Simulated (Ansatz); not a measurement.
## Lattice dynamics of LuBPd3 (Pm-3m)

Task: relax LuBPd3 (Pm-3m), then find its harmonic phonons.

Program: Ansatz 0.2.0. Level of theory: DFT PBEsol, scalar-relativistic, plane waves, PAW; PAW set soft_1. Results are calculated unless marked as measured.

## Step 1: The starting structure

It takes space group Pm-3m (No. 221, cubic). The conventional cell has a = 4.090 Å, b = 4.090 Å, c = 4.090 Å, α = 90.00°, β = 90.00°, γ = 90.00°. Nearest to Lu lie 12 Pd at 2.89 Å and 8 B at 3.54 Å. Nearest to B lie 6 Pd at 2.04 Å and 8 Lu at 3.54 Å. Nearest to Pd lie 2 B at 2.04 Å and 8 Pd at 2.89 Å and 4 Lu at 2.89 Å. Farther neighbours are not listed.

As a file:

```cif
data_structure
_symmetry_space_group_name_H-M 'P 1'
_symmetry_Int_Tables_number 1
_cell_length_a 4.0900
_cell_length_b 4.0900
_cell_length_c 4.0900
_cell_angle_alpha 90.000
_cell_angle_beta 90.000
_cell_angle_gamma 90.000
_cell_volume 68.42
loop_
_atom_site_label
_atom_site_type_symbol
_atom_site_fract_x
_atom_site_fract_y
_atom_site_fract_z
_atom_site_occupancy
Lu1 Lu 0.00000 0.00000 0.00000 1
B2 B 0.50000 0.50000 0.50000 1
Pd3 Pd 0.00000 0.50000 0.50000 1
Pd4 Pd 0.50000 0.00000 0.50000 1
Pd5 Pd 0.50000 0.50000 0.00000 1
```

## Step 2: Coarse relaxation

A rough relaxation comes first, because large forces or stress need no tight tolerances yet.

The input, input.yaml:

```yaml
crystal:
  lattice:
    - [4.09, 0.0, 0.0]
    - [0.0, 4.09, 0.0]
    - [0.0, 0.0, 4.09]
  atoms:
    - { symbol: Lu, position: [0.0, 0.0, 0.0] }
    - { symbol: B, position: [0.5, 0.5, 0.5] }
    - { symbol: Pd, position: [0.0, 0.5, 0.5] }
    - { symbol: Pd, position: [0.5, 0.0, 0.5] }
    - { symbol: Pd, position: [0.5, 0.5, 0.0] }
kpoints:
  mp_grid: { grid: [6, 6, 6] }
hamiltonian:
  xc: pbesol
  pseudopotentials: { kind: paw, azcp: { folder: soft_1 }, xc_functional: pbe }
scf:
  occupations: { method: gaussian, width: 0.1 }
output:
  forces: true
  stress: true
  eigenvalues: true
relax:
  adjacent_minimum: "off"
  f_tol: 0.05
  max_steps: 80
  cell: { stress_tol: 0.5 }
```

On the command line:

```
$ ansatz run input.yaml --threads 4 --pin off --max-ram 10240MiB --backend cpu --events-out ev --progress --plain --runs-dir out
```

Numbers of over 12 decimals in the logs are rounded to 6 here.

The program printed:

```text
The last accepted step is kept in <dir> (removed where the run ends without a failure and the disk answers)
Engine: ansatz 0.2.0, aarch64-unknown-linux-gnu
Pseudopotentials: kind: paw
Pseudopotential: Lu, paw, valence charge 25, recommended cutoff 420 eV (normal), soft_1/Lu.paw.azcp
Pseudopotential: B, paw, valence charge 3, recommended cutoff 420 eV (normal), soft_1/B.paw.azcp
[...]
cell:  # Å, volume = 75.4932 Å³
    - [4.226388, 0, 0]
    - [0, 4.226388, 0.0]
    - [0, 0.0, 4.226388]
  atoms:
    - { symbol: Lu, position: [0, 0, 0] }
    - { symbol: B, position: [0.500000, 0.500000, 0.500000] }
    - { symbol: Pd, position: [0, 0.500000, 0.500000] }
    - { symbol: Pd, position: [0.500000, 0, 0.500000] }
    - { symbol: Pd, position: [0.500000, 0.500000, 0] }
[key lines of the parts left out:]
SCF converged after 6 iterations
Free energy (F): -35488.078307 eV
Fermi energy:    18.417365 eV
P = ⅓ Tr σ = 0.0183 GPa (0.183 kbar)
```

Run time: 9.3 s. Hardware: 4 threads of Arm Neoverse V1, shared host; peak memory 0.45 GiB.

The steps of the relaxation:

```tsv
step	energy less that of the first step (eV)	largest force component (eV/Å)	pressure (GPa)	volume (Å³)
1	0.0000	0.0000	20.74	68.42
2	-0.3860	0.0000	-4.18	77.50
3	-0.4130	0.0000	-0.73	75.82
4	-0.4139	0.0000	-0.02	75.49
5*	-0.4178	0.0000	0.02	75.49
```

Relaxation steps marked * repeat the geometry before them on a plane-wave basis chosen anew for their cell, so energy and pressure can jump there.

Forces are held to the 48 operations that the run works with; a distortion that breaks them can't arise in this run.

```tsv
conventional cell, symmetrised	before	after	change
a (Å)	4.090	4.226	+3.3 %
b (Å)	4.090	4.226	+3.3 %
c (Å)	4.090	4.226	+3.3 %
volume (Å³/atom)	13.68	15.10	+10.3 %
```

Final coordinates:

```xyz
5
Lattice="4.2264 0.0000 0.0000 0.0000 4.2264 0.0000 0.0000 0.0000 4.2264" Properties=species:S:1:pos:R:3 pbc="T T T"
Lu    0.0000    0.0000    0.0000
B     2.1132    2.1132    2.1132
Pd    0.0000    2.1132    2.1132
Pd    2.1132    0.0000    2.1132
Pd    2.1132    2.1132    0.0000
```

Numbers from this step:

* pressure: 0.01834 GPa
* volume per atom: 15.10 Å³
* gap on the k-mesh: 0 eV

In this step the volume went from 13.68 to 15.10 Å³/atom.

## Step 3: Bringing the structure to rest

The cell and atoms are relaxed, since residual forces and stress would shift the frequencies.

input.yaml, the sections that differ from step 2:

```yaml
crystal:
  lattice:
    - [4.2263875309, 0.0, 0.0]
    - [0.0, 4.2263875309, 0.0]
    - [0.0, 0.0, 4.2263875309]
  atoms:
    - { symbol: Lu, position: [0.0, 0.0, 0.0] }
    - { symbol: B, position: [0.5, 0.5, 0.5] }
    - { symbol: Pd, position: [0.0, 0.5, 0.5] }
    - { symbol: Pd, position: [0.5, 0.0, 0.5] }
    - { symbol: Pd, position: [0.5, 0.5, 0.0] }
kpoints:
  mp_grid: { grid: [8, 8, 8] }
relax:
  adjacent_minimum: "off"
  f_tol: 0.005
  max_steps: 80
  cell: { stress_tol: 0.05 }
# hamiltonian, scf, output: as in step 2
```

The program printed:

```text
[...]
Crystal: 5 atoms, lattice volume = 75.493 Å³
Basis set: ecut = 420 eV, 1419 PW (Γ), exchange–correlation on 60×60×60 points (8 copies of the dense FFT grid, shifted against one another)
Bands: 50, of which v1, the nominal top of the filled ones, is band 41 counted from 1 (40 counted from 0)
Symmetry: 48 space group operations
[...]
k-points: 35 of 512
[...]
cell:  # Å, volume = 75.4932 Å³
    - [4.2263875309, 0.0, 0.0]
    - [0.0, 4.2263875309, 0.0]
    - [0.0, 0.0, 4.2263875309]
  atoms:
    - { symbol: Lu, position: [0.0, 0.0, 0.0] }
    - { symbol: B, position: [0.500000, 0.500000, 0.500000] }
    - { symbol: Pd, position: [0.0, 0.500000, 0.500000] }
    - { symbol: Pd, position: [0.500000, 0.0, 0.500000] }
    - { symbol: Pd, position: [0.500000, 0.500000, 0.0] }
[key lines of the parts left out:]
SCF converged after 6 iterations
Free energy (F): -35488.070723 eV
Fermi energy:    18.452328 eV
P = ⅓ Tr σ = 0.0477 GPa (0.477 kbar)
```

Elapsed: 6.5 s, on 4 threads; peak memory 0.47 GiB; 24 s of CPU time.

Little changed from the start: no atom moved by 0.005 Å and no cell edge by 0.1 %.

Numbers from this step:

```
pressure : 0.04772 GPa
```

In this step the volume went from 15.10 to 15.10 Å³/atom.

## Step 4: Relaxing to small forces for the phonons

Phonons need a cell at rest on their own settings, so the relaxation is repeated with tight tolerances on forces and stress on the k mesh and occupations of the first response run.

Edit input.yaml of step 3 so:

```diff
@@ -17,3 +17,3 @@
 scf:
-  occupations: { method: gaussian, width: 0.1 }
+  occupations: { method: methfessel_paxton, width: 0.2 }
 output:
@@ -24,4 +24,4 @@
   adjacent_minimum: "off"
-  f_tol: 0.005
-  max_steps: 80
-  cell: { stress_tol: 0.05 }
+  f_tol: 0.001
+  max_steps: 60
+  cell: { stress_tol: 0.01 }
```

The program printed:

```text
[...]
Crystal: 5 atoms, lattice volume = 75.493 Å³
Basis set: ecut = 420 eV, 1419 PW (Γ), exchange–correlation on 60×60×60 points (8 copies of the dense FFT grid, shifted against one another)
Bands: 50, of which v1, the nominal top of the filled ones, is band 41 counted from 1 (40 counted from 0)
Symmetry: 48 space group operations
[...]
k-points: 35 of 512
[...]
--- Relaxed structure (3 steps of the walk, 3 accepted, 1 SCFs on fresh bases) ---
[...]
cell:  # Å, volume = 75.5085 Å³
    - [4.226673, 0, 0.0]
    - [0, 4.226673, 0]
    - [0.0, 0, 4.226673]
  atoms:
    - { symbol: Lu, position: [0, 0, 0] }
    - { symbol: B, position: [0.5, 0.5, 0.5] }
    - { symbol: Pd, position: [0, 0.5, 0.5] }
    - { symbol: Pd, position: [0.5, 0, 0.5] }
    - { symbol: Pd, position: [0.5, 0.5, 0] }
[key lines of the parts left out:]
SCF converged after 5 iterations
Free energy (F): -35488.063076 eV
Fermi energy:    18.443946 eV
P = ⅓ Tr σ = 0.0001 GPa (0.001 kbar)
```

Run time: 11 s. Hardware: 4 threads; peak memory 0.48 GiB; 42 s of CPU time.

Little changed from the start: no atom moved by 0.005 Å and no cell edge by 0.1 %.

Numbers from this step:

```
pressure : 8.74e-5 GPa
```

The forces vanish by symmetry and the pressure is 0.000 GPa, within the tolerances set. The cell now holds 15.10 Å³/atom.

## Step 5: Modes at Γ

The zone centre comes first: it holds the modes that light can see, as far as symmetry allows. No field response is asked, since the mesh shows no gap.

input.yaml, the sections that differ from step 4:

```yaml
crystal:
  lattice:
    - [4.2266727204, 0.0, 0.0]
    - [0.0, 4.2266727204, 0.0]
    - [0.0, 0.0, 4.2266727204]
  atoms:
    - { symbol: Lu, position: [0.0, 0.0, 0.0] }
    - { symbol: B, position: [0.5, 0.5, 0.5] }
    - { symbol: Pd, position: [0.0, 0.5, 0.5] }
    - { symbol: Pd, position: [0.5, 0.0, 0.5] }
    - { symbol: Pd, position: [0.5, 0.5, 0.0] }
output:
  eigenvalues: true
phonons:
  method: dfpt
# kpoints, hamiltonian, scf: as in step 4
# relax: removed
```

The program printed:

```text
zone centre: on kpoints.mp_grid the ground state, and the responses unless they are solved on pairs of k-points, stand on 125 of the mesh's 512 k-points, reduced under 8 symmetry operations, with k and −k counted as one. Each operation leaves every solved displacement unchanged or reverses it
[...]
Crystal: 5 atoms, lattice volume = 75.509 Å³
Basis set: ecut = 420 eV, 1419 PW (Γ), exchange–correlation on 60×60×60 points (8 copies of the dense FFT grid, shifted against one another)
Bands: 50, of which v1, the nominal top of the filled ones, is band 41 counted from 1 (40 counted from 0)
Symmetry: 48 space group operations
k-points: 125 of 512 (irreducible under 8 space group operations)
[...]
SCF iter   1: F=—  HF=-35517.304245 eV  |F-HF|=—  |Δ(HF+E_count)|=         —  Δρ=4.57e-1  dr2=2.91e2  ethr=3.10e-3  ⟨swp⟩=6.6  Hψ=24951  notcnv=0
[...]
SCF iter  15: F=-35488.063076 eV  HF=-35488.063076 eV  |F-HF|=0.00e0  |Δ(HF+E_count)|=  7.28e-12  S|Δr|=    0.00e0  Δρ=6.06e-8  dr2=2.14e-12  ethr=1.00e-12  ⟨swp⟩=17.1  Hψ=52130  notcnv=0
SCF 1 converged in 15 iterations: F = -35488.063076 eV  dr2 = 2.14e-12
[...]
DFPT response loops at Γ: preconditioner auto → Kerker (q_TF=auto, 2.766 Å⁻¹) (partly filled bands, converged f_vac=0.000); β = 1.00, the filter's whole step (`scf.mixing.beta` (0.50) is not read by the response loops under this deck's `scf.mixing.preconditioner`; to damp them name `kerker` or `kerker_dos`, under which they read `scf.mixing.beta`, and type it under 1.00, their step now; both keys bind the ground state too); Broyden in place of MSR1
SCF converged after 15 iterations
[...]
Free energy (F): -35488.063076 eV
[...]
Internal energy: -35488.071030 eV  (E = F + TS)
E sigma→0 (E₀):  -35488.065065 eV
Entropy (-TS):   0.007954 eV (1.591 meV/atom)
Fermi energy:    18.443947 eV
[...]
--- Band table (eV; the first three rows and the last of 125) ---
  k-point 0: bands = [... 37 lower, 16.7648, 16.7648, 16.7930, 16.7930, 16.7930, 20.6005, 20.6005, 23.1814, ... 5 higher]
  k-point 1: bands = [... 37 lower, 16.6564, 16.6992, 16.7650, 17.5860, 17.5860, 20.5640, 20.8898, 22.6326, ... 5 higher]
  k-point 2: bands = [... 37 lower, 16.2796, 16.4286, 16.7655, 18.2970, 18.2970, 20.4645, 21.3604, 21.8679, ... 5 higher]
  k-point 124: bands = [... 37 lower, 16.6273, 16.6273, 18.4629, 18.4629, 18.4629, 18.8965, 18.8965, 18.8965, ... 5 higher]
--- Phonons (Γ-DFPT): 4 representative perturbations + reference, on 125 of 512 k-points (Σ response iterations 14) ---
  k mesh reduced under 8 symmetry operations, with k and −k counted as one. Each operation leaves every solved displacement unchanged or reverses it
  ASR residual: 7.897e-5 → 0.000e0 eV/Å²; symmetrization residual: 3.963e-6 eV/Å²
  ASR residual per site (eV/Å²): 7.90e-5 2.36e-5 3.97e-5 3.97e-5 3.97e-5
  Γ frequencies (cm⁻¹): 0.00 0.00 0.00 39.10 39.10 39.10 83.20 83.20 83.20 107.49 107.49 107.49 492.16 492.16 492.16
  non-analytic LO–TO correction: not included (Born effective charges unavailable; polar crystals: no LO–TO splitting at Γ)
```

Run time: 79 s. Hardware: 4 threads; peak memory 1.6 GiB.

In the SCF lines HF is the Harris–Foulkes energy and dr2 the Hartree energy of the density residual, in eV; the loop may stop once dr2 is under the threshold and the program's other checks hold. Hψ counts applications of the Hamiltonian.

This step gave:

- sum-rule residual before enforcement: 7.90e-5 eV/Å²
- point group: m-3m
- highest optical mode at the zone centre (no LO-TO term): 492.2 cm⁻¹
- lowest optical zone-centre mode: 39.1 cm⁻¹

Patterns of degenerate modes are one choice out of their space. Modes at Γ, with each element's share of the kinetic energy:

```tsv
mode	frequency (cm⁻¹)	symmetry	Lu %	B %	Pd %
1	0.0	acoustic	35	2	63
2	0.0	acoustic	35	2	63
3	0.0	acoustic	35	2	63
4	39.1	T1u	11	11	79
5	39.1	T1u	11	11	79
6	39.1	T1u	11	11	79
7	83.2	T2u	0	0	100
8	83.2	T2u	0	0	100
9	83.2	T2u	0	0	100
10	107.5	T1u	55	0	45
11	107.5	T1u	55	0	45
12	107.5	T1u	55	0	45
13	492.2	T1u	0	87	13
14	492.2	T1u	0	87	13
15	492.2	T1u	0	87	13
```

Displacements in mode 4 (39.1 cm⁻¹), the largest set to 1:
```
Lu1 -0.01  0.03 -0.24
B2   0.02 -0.11  1.00
Pd3  0.02  0.03 -0.24
Pd4 -0.01 -0.09 -0.24
Pd5 -0.01  0.03  0.78
```

Displacements in mode 10 (107.5 cm⁻¹), the largest set to 1:
```
Lu1  0.00 -0.23  1.00
B2   0.00 -0.04  0.19
Pd3  0.00  0.19 -0.82
Pd4  0.00  0.00 -0.82
Pd5  0.00  0.19 -0.02
```

Before it was imposed, the acoustic sum rule was missed by 7.9e-5 eV/Å². Small misses are needed for a sound result but don't prove that mesh and cutoff are converged. The lowest optical mode is real, 39.1 cm⁻¹.

(Continued in part 2 of 2.)

[Logs are printed without paths, hosts, clocks, repeated set-up lines and the standing remarks that a program may print on its own settings, such as how far it seeks lower states.]

[Hosts, paths, dates, database ids (printed as entryN), source tags and the programs' standing remarks are cut or masked in the printed files.]
